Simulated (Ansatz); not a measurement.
## H on Mg(0001): change of the work function: cost of one run

Ansatz 0.2.0; plane-wave DFT, PBE, Ansatz PAW. The cell holds 17 atoms.

Input file input.yaml:

```yaml
crystal:
  lattice:
    - [6.4199999999, 0.0, 0.0]
    - [3.21, 5.5598830922, 0.0]
    - [0.0, 0.0, 26.4482467452]
  atoms:
    - { symbol: Mg, position: [0.3333333333, 0.3333333333, 0.3402872064] }
    - { symbol: Mg, position: [0.0, 0.0, 0.4388389185] }
    - { symbol: Mg, position: [0.3333333333, 0.3333333333, 0.5375833635] }
[... 8 atom lines left out ...]
    - { symbol: Mg, position: [0.5, 0.0, 0.6370269798] }
    - { symbol: Mg, position: [0.8333333333, 0.8333333333, 0.3402872064] }
    - { symbol: Mg, position: [0.5, 0.5, 0.4388389185] }
    - { symbol: Mg, position: [0.8333333333, 0.8333333333, 0.5375833635] }
    - { symbol: Mg, position: [0.5, 0.5, 0.6370269798] }
    - { symbol: H, position: [0.1666666667, 0.1666666667, 0.6597127936] }
kpoints:
  mp_grid: { grid: [6, 6, 1] }
hamiltonian:
  xc: pbe
scf:
  occupations: { method: fermi_dirac, width: 0.1 }
  convergence: { dr2_threshold: 1.0e-08 }
efield:
  axis: 3
  dipole_correction: true
  ramp_position: 0.97
  ramp_width: 0.06
relax:
  f_tol: 0.02
  max_steps: 60
  constraints: [{ sites: [0, 1, 4, 5, 8, 9, 12, 13] }]
output:
  dos: { projected: true, e_range: [-8, 4] }
  write_potential: true
  write_density: true
  volumetric_format: npy
  elf: true
```

On the command line:

```sh
$ ansatz run input.yaml --threads 2 --pin off --max-ram 3072MiB --backend cpu --events-out ev --progress --plain --runs-dir out
```

The cutoff in use is 420 eV. For reference, a run of the same kind (4 atoms, 19 k-points, 24 bands and 4,575 plane waves; 12 SCF cycles) took 12 s and 0.48 GiB on the same hardware.

**Question.** How long does this run take on 2 threads of Arm Neoverse N1, shared host, and how much memory does it need?

A cutoff of 420 eV is a sphere of radius 10.5 Å⁻¹, so a cell of 944 Å³ holds about V·G³/6π² = 18,450 plane waves. At two electrons a band, the 161 electrons need 81 bands, and 17 more are carried. Symmetry cuts the 6×6×1 mesh from 36 to 7 points. The run has 7 k-points, 98 bands and 18,497 plane waves. Taking the work of a cycle as k-points × spins × bands × plane waves, that is 6.1 times the reference, or 70 s at the reference's 12 cycles. The run needed 26 SCF cycles over 4 ionic steps, which makes it about 2.5 min. One copy of the wavefunctions takes 0.19 GiB at 16 bytes a coefficient, against 0.031 GiB in the reference; grids, projectors and work arrays come on top. Measured: about 2.7 min, with a peak of 1.7 GiB. The estimate holds within 25 %.

[Logs are printed without paths, hosts, clocks, repeated set-up lines and the standing remarks that a program may print on its own settings, such as how far it seeks lower states.]

[Hosts, paths, dates, database ids (printed as entryN), source tags and the programs' standing remarks are cut or masked in the printed files.]

[Maps of the electrostatic potential energy from Ansatz leave out the sawtooth potential of an applied field or a dipole correction, so their vacuum need not be flat; planar profiles and work functions include it.]
